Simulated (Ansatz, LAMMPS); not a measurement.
# Squeezing and shearing glassy 62GeO2-38BaO (mol %) (76 atoms)

Aim: relax glassy 62GeO2-38BaO (mol %) (76 atoms), then change its volume and shape to read moduli from the stress.

Main program and level: Ansatz 0.2.0; Kohn-Sham DFT, revPBE, PAW (set soft_2), plane waves.

### Step 1. The structure

The cell holds 76 atoms: 18 Ge, 11 Ba and 47 O. Its edges and angles: a = 10.766 Å, b = 10.766 Å, c = 10.766 Å, α = 90.0°, β = 90.0°, γ = 90.0°. 76 atoms (18 Ge, 11 Ba, 47 O) placed at random at 4.59 g/cm³, melted at 4000 K for 10 ps at fixed volume with the Morse and Coulomb pair potential with partial charges (Pedone, Malavasi, Menziani, Cormack and Segre, J. Phys. Chem. B 110, 11780 (2006)). Quenched from 4000 K to 300 K at 20 K/ps and fixed volume, held 10 ps at zero pressure, then minimised at fixed cell.

Limits known from the start: The quench rate of 20 K/ps is orders of magnitude faster than experiment, which tends to freeze in extra defects. The network of bonds at the start is that of the classical potential that made the cell, and needn't be the one that DFT or experiment would give. The Brillouin zone is sampled at Γ only. No spin–orbit coupling is included, so levels derived from the heavy atoms are approximate.

### Step 2. Single point at the start

The forces at the start show how far the geometry lies from a minimum of this functional.

Input file input.yaml:

```yaml
crystal:
  lattice:
    - [10.76622, 0.0, 0.0]
    - [0.0, 10.76622, 0.0]
    - [0.0, 0.0, 10.76622]
  atoms:
    - { symbol: Ge, position: [0.90874, 0.78736, 0.22298] }
    - { symbol: Ge, position: [0.35174, 0.37813, 0.19484] }
    - { symbol: Ge, position: [0.05161, 0.08889, 0.45918] }
    - { symbol: Ge, position: [0.04998, 0.00621, 0.04456] }
    - { symbol: Ge, position: [0.70623, 0.75195, 0.98679] }
    - { symbol: Ge, position: [0.53451, 0.01908, 0.96221] }
    - { symbol: Ge, position: [0.77539, 0.15899, 0.09555] }
    - { symbol: Ge, position: [0.29785, 0.91317, 0.48332] }
    - { symbol: Ge, position: [0.73929, 0.28577, 0.58072] }
    - { symbol: Ge, position: [0.32323, 0.06988, 0.19412] }
    - { symbol: Ge, position: [0.68541, 0.56568, 0.50368] }
    - { symbol: Ge, position: [0.95534, 0.38713, 0.71076] }
    - { symbol: Ge, position: [0.21503, 0.78396, 0.7729] }
    - { symbol: Ge, position: [0.7977, 0.05574, 0.37558] }
    - { symbol: Ge, position: [0.24885, 0.50059, 0.64339] }
    - { symbol: Ge, position: [0.39579, 0.61109, 0.39234] }
    - { symbol: Ge, position: [0.58089, 0.02053, 0.59984] }
    - { symbol: Ge, position: [0.94768, 0.65973, 0.86] }
    - { symbol: Ba, position: [0.52496, 0.71012, 0.73919] }
    - { symbol: Ba, position: [0.02003, 0.3741, 0.02929] }
    - { symbol: Ba, position: [0.4078, 0.26377, 0.49013] }
    - { symbol: Ba, position: [0.56125, 0.34386, 0.84848] }
    - { symbol: Ba, position: [0.02095, 0.44347, 0.36778] }
    - { symbol: Ba, position: [0.96043, 0.77372, 0.53867] }
    - { symbol: Ba, position: [0.23355, 0.13765, 0.7558] }
    - { symbol: Ba, position: [0.85423, 0.03624, 0.78992] }
    - { symbol: Ba, position: [0.57229, 0.85888, 0.27529] }
    - { symbol: Ba, position: [0.21363, 0.7047, 0.11996] }
    - { symbol: Ba, position: [0.641, 0.49823, 0.17012] }
    - { symbol: O, position: [0.278, 0.63906, 0.71929] }
    - { symbol: O, position: [0.09421, 0.47005, 0.64894] }
    - { symbol: O, position: [0.77566, 0.74883, 0.1342] }
    - { symbol: O, position: [0.33535, 0.76156, 0.44579] }
    - { symbol: O, position: [0.75825, 0.20526, 0.44081] }
    - { symbol: O, position: [0.1823, 0.05583, 0.11985] }
    - { symbol: O, position: [0.42936, 0.99747, 0.5499] }
    - { symbol: O, position: [0.34287, 0.38838, 0.69975] }
    - { symbol: O, position: [0.29848, 0.80729, 0.90193] }
    - { symbol: O, position: [0.06036, 0.73608, 0.77525] }
    - { symbol: O, position: [0.60512, 0.87422, 0.98478] }
    - { symbol: O, position: [0.53872, 0.62571, 0.47196] }
    - { symbol: O, position: [0.43629, 0.37967, 0.06446] }
    - { symbol: O, position: [0.34323, 0.98148, 0.32423] }
    - { symbol: O, position: [0.66988, 0.98656, 0.46877] }
    - { symbol: O, position: [0.66698, 0.11432, 0.98504] }
    - { symbol: O, position: [0.00994, 0.62271, 0.99951] }
    - { symbol: O, position: [0.42281, 0.66636, 0.24176] }
    - { symbol: O, position: [0.63025, 0.93349, 0.71831] }
    - { symbol: O, position: [0.76692, 0.56665, 0.37072] }
    - { symbol: O, position: [0.24211, 0.8804, 0.64894] }
    - { symbol: O, position: [0.79547, 0.28624, 0.73782] }
    - { symbol: O, position: [0.20704, 0.43786, 0.18631] }
    - { symbol: O, position: [0.92006, 0.10369, 0.04586] }
    - { symbol: O, position: [0.6351, 0.6183, 0.94971] }
    - { symbol: O, position: [0.83023, 0.76547, 0.88811] }
    - { symbol: O, position: [0.64798, 0.41975, 0.56016] }
    - { symbol: O, position: [0.28828, 0.52775, 0.48958] }
    - { symbol: O, position: [0.61097, 0.1762, 0.62253] }
    - { symbol: O, position: [0.14313, 0.95866, 0.44697] }
    - { symbol: O, position: [0.95994, 0.11649, 0.33252] }
    - { symbol: O, position: [0.45287, 0.08564, 0.8483] }
    - { symbol: O, position: [0.78896, 0.31315, 0.10804] }
    - { symbol: O, position: [0.0093, 0.69227, 0.29598] }
    - { symbol: O, position: [0.9308, 0.04447, 0.5537] }
    - { symbol: O, position: [0.15287, 0.19941, 0.50373] }
    - { symbol: O, position: [0.85046, 0.89262, 0.33214] }
    - { symbol: O, position: [0.99778, 0.87737, 0.12232] }
    - { symbol: O, position: [0.03711, 0.28295, 0.79991] }
    - { symbol: O, position: [0.9109, 0.51615, 0.80128] }
    - { symbol: O, position: [0.08139, 0.98093, 0.89321] }
    - { symbol: O, position: [0.43199, 0.44505, 0.31703] }
    - { symbol: O, position: [0.44283, 0.03166, 0.09602] }
    - { symbol: O, position: [0.88915, 0.37144, 0.56234] }
    - { symbol: O, position: [0.72868, 0.07892, 0.22514] }
    - { symbol: O, position: [0.7509, 0.65681, 0.61162] }
    - { symbol: O, position: [0.33778, 0.22245, 0.23739] }
kpoints:
  mp_grid: { grid: [1, 1, 1] }
hamiltonian:
  xc: revpbe
scf:
  occupations: { method: gaussian, width: 0.025 }
output:
  forces: true
```

On the command line:

```sh
$ ansatz run input.yaml --threads 4 --pin off --max-ram 8192MiB --backend cpu --events-out ev --progress --plain --runs-dir out
```

Numbers of over 12 decimals in the logs are rounded to 6 here.

What it wrote:

```text
Engine: ansatz 0.2.0, x86_64-unknown-linux-gnu
Pseudopotentials: kind: paw
Pseudopotential: Ge, paw, valence charge 14, recommended cutoff 420 eV (normal), Ge.paw.azcp
Pseudopotential: Ba, paw, valence charge 10, recommended cutoff 420 eV (normal), Ba.paw.azcp
Pseudopotential: O, paw, valence charge 6, recommended cutoff 420 eV (normal), O.paw.azcp
[... 5 lines on functional and potentials left out ...]
Crystal: 76 atoms, lattice volume = 1247.929 Å³
Basis set: ecut = 420 eV, 24303 PW (Γ), exchange–correlation on 144×144×144 points (8 copies of the dense FFT grid, shifted against one another)
Bands: 398, of which v1, the nominal top of the filled ones, is band 322 counted from 1 (321 counted from 0)
Symmetry: 1 space group operations
Space group: P1 (ITA 1), of the structure as read, at distance tolerance 1.1e-4 Å
k-points: 1
[... 10 lines on functional and potentials left out ...]
Initial density: superposition of atomic densities (neutral atoms: chi_scale 0, normalization atom), corrected by the library's trained network
Initial wavefunctions: pseudopotential atomic-orbital guess
Functional: x = revpbe(κ = 1.245, μ = 0.219515), c = pbe(β = 0.066725)
SCF iter   1: F=—  HF=-169662.042511 eV  |F-HF|=—  |Δ(HF+E_count)|=         —  Δρ=4.16e-3  dr2=2.26e-1  ethr=1.77e-3  ⟨swp⟩=6.0  Hψ=1705  notcnv=0  defer=53
preconditioner: auto → Resta (q_TF=auto, 2.443 Å⁻¹)  ε∞=3.0  [insulator: Δε(μ)=2.404 eV  Ē_g=18.827 eV  σ=0.025 eV  W_gap=1.00  n_scr=304 (ndim 8)  ℏωp=26.7 eV  f_vac=0.134  D(μ)=0.00/eV (n_scr^D=0)  ε∞_Penn≈3.0]
SCF iter   2: F=—  HF=-169662.015361 eV  |F-HF|=—  |Δ(HF+E_count)|=   2.71e-2  Δρ=2.06e-3  dr2=2.90e-2  ethr=3.51e-5  ⟨swp⟩=2.0  Hψ=650  notcnv=0  defer=71
SCF iter   3: F=—  HF=-169662.019368 eV  |F-HF|=—  |Δ(HF+E_count)|=   4.01e-3  Δρ=9.28e-4  dr2=9.84e-3  ethr=4.50e-6  ⟨swp⟩=2.0  Hψ=519  notcnv=0  defer=46
automatic band count: iteration 3 solves 373 bands in place of 398: the levels show a gap, and the empty bands left out lie too high to hold charge; the band table lists the bands solved (type scf.n_extra_bands for more)
SCF iter   4: F=—  HF=-169662.022552 eV  |F-HF|=—  |Δ(HF+E_count)|=   3.18e-3  Δρ=3.65e-4  dr2=1.64e-3  ethr=1.53e-6  ⟨swp⟩=2.0  Hψ=530  notcnv=0  defer=46
SCF iter   5: F=—  HF=-169662.022642 eV  |F-HF|=—  |Δ(HF+E_count)|=   9.00e-5  Δρ=1.16e-4  dr2=1.86e-4  ethr=2.54e-7  ⟨swp⟩=2.0  Hψ=536  notcnv=0  defer=46
SCF iter   6: F=—  HF=-169662.022947 eV  |F-HF|=—  |Δ(HF+E_count)|=   3.06e-4  Δρ=5.95e-5  dr2=3.99e-5  ethr=2.88e-8  ⟨swp⟩=2.0  Hψ=606  notcnv=0  defer=46
SCF iter   7: F=—  HF=-169662.024326 eV  |F-HF|=—  |Δ(HF+E_count)|=   1.38e-3  Δρ=1.86e-5  dr2=4.39e-6  ethr=6.19e-9  ⟨swp⟩=2.0  Hψ=684  notcnv=0  defer=46
SCF iter   8: F=—  HF=-169662.024335 eV  |F-HF|=—  |Δ(HF+E_count)|=   9.39e-6  Δρ=1.17e-5  dr2=1.55e-6  ethr=6.81e-10  ⟨swp⟩=2.0  Hψ=548  notcnv=0  defer=46
SCF iter   9: F=—  HF=-169662.024336 eV  |F-HF|=—  |Δ(HF+E_count)|=   9.71e-7  Δρ=2.97e-6  dr2=1.06e-7  ethr=2.41e-10  ⟨swp⟩=2.0  Hψ=627  notcnv=0  defer=46
SCF iter  10: F=-169662.024336 eV  HF=-169662.024336 eV  |F-HF|=3.65e-8  |Δ(HF+E_count)|=   3.15e-7  Δρ=1.26e-6  dr2=2.03e-8  ethr=1.55e-11  ⟨swp⟩=4.0  Hψ=1339  notcnv=0
SCF 1 converged in 10 iterations: F = -169662.024336 eV  dr2 = 2.03e-8
  greatest PAW one-centre occupation: 0.999 electrons in one spin orbital (limit 2), on the Ge atom at site 8 (counted from 0), in its partial waves of l = 2
SCF converged after 10 iterations
Free energy (F): -169662.024336 eV
Harris-Foulkes:  -169662.024336 eV  (|F-HF|=3.65e-8)
Internal energy: -169662.024336 eV  (E = F + TS)
E sigma→0 (E₀):  -169662.024336 eV
Fermi energy:    7.591831 eV
--- Per-component energies (eV) ---
  E_band       = -4083.432179
  E_kinetic    = 12186.415275
  E_local      = -84496.498091  (includes V_loc(G=0)·N_el)
  E_nonlocal   = 10527.466637
  E_hartree    = 36332.128415
  E_xc         = -6704.179896
  E_vxc        = -7100.213928  (∫ρ·V_xc dr)
  E_paw        = -101591.631658  (= ΣΔE_a)
  E_vpaw       = -7864.985146  (= ΣTr[D̂ρ^β])
  E_aug_tail   = 0.121935  (compensation charges beyond the density's cutoff)
  E_ewald      = -35912.383173
  E_core_change = -3.463781  (= ΣΔE_core)
  E_smearing   = -0.000000  (= −TS)
  E_closure    = 0.000000  (closes the sum)
  Σ components = -169662.024336   (vs F -169662.024336, Δ=0.00e0)
--- Forces (eV/Å), atoms counted from 1 ---
  atom   1  Ge    -0.24331443     1.41590691    -0.24114202
  atom   2  Ge    -0.15490069     0.28359622    -0.66556913
  atom   3  Ge    -0.14241515     0.95627832     0.39680533
  atom   4  Ge    -0.18651208    -0.63713177     0.11809348
  atom   5  Ge     1.20734499    -0.51974943     0.33629786
  atom   6  Ge    -0.34852314     0.39160540    -0.08387009
  atom   7  Ge     0.18506872    -0.82459142     1.48359852
  atom   8  Ge    -0.44208357    -0.15907143     0.05365354
  atom   9  Ge     1.89733831    -0.53882827    -0.36072476
  atom  10  Ge    -0.68677958     0.31647364     0.11064525
  atom  11  Ge     1.00803402    -0.23104514    -0.34291776
  atom  12  Ge    -0.26820709    -0.69643329    -0.66273576
  atom  13  Ge     0.30413047    -0.71894960     0.28237606
  atom  14  Ge     2.01180367     1.10251799     1.28410942
[...]
atom  75  O      0.61703161     1.76881882     1.93388845
  atom  76  O      0.03825320    -0.51267391     1.69172307
  max |Σ_I F_I| component: 6.51e-5 eV/Å
```

It took 11 s on 4 threads of Intel Xeon Platinum 8488C (Sapphire Rapids), shared host; peak memory 1.7 GiB.

The column dr2 measures how far the density is from self-consistency, as an energy; F and HF (Harris–Foulkes) agree once it is small.

The r.m.s. force at the start is 1.1 eV/Å.

(Part 1 of 5 ends here.)

[Logs are printed without paths, hosts, clocks, repeated set-up lines and the standing remarks that a program may print on its own settings, such as how far it seeks lower states.]

[Hosts, paths, dates, database ids (printed as entryN), source tags and the programs' standing remarks are cut or masked in the printed files.]
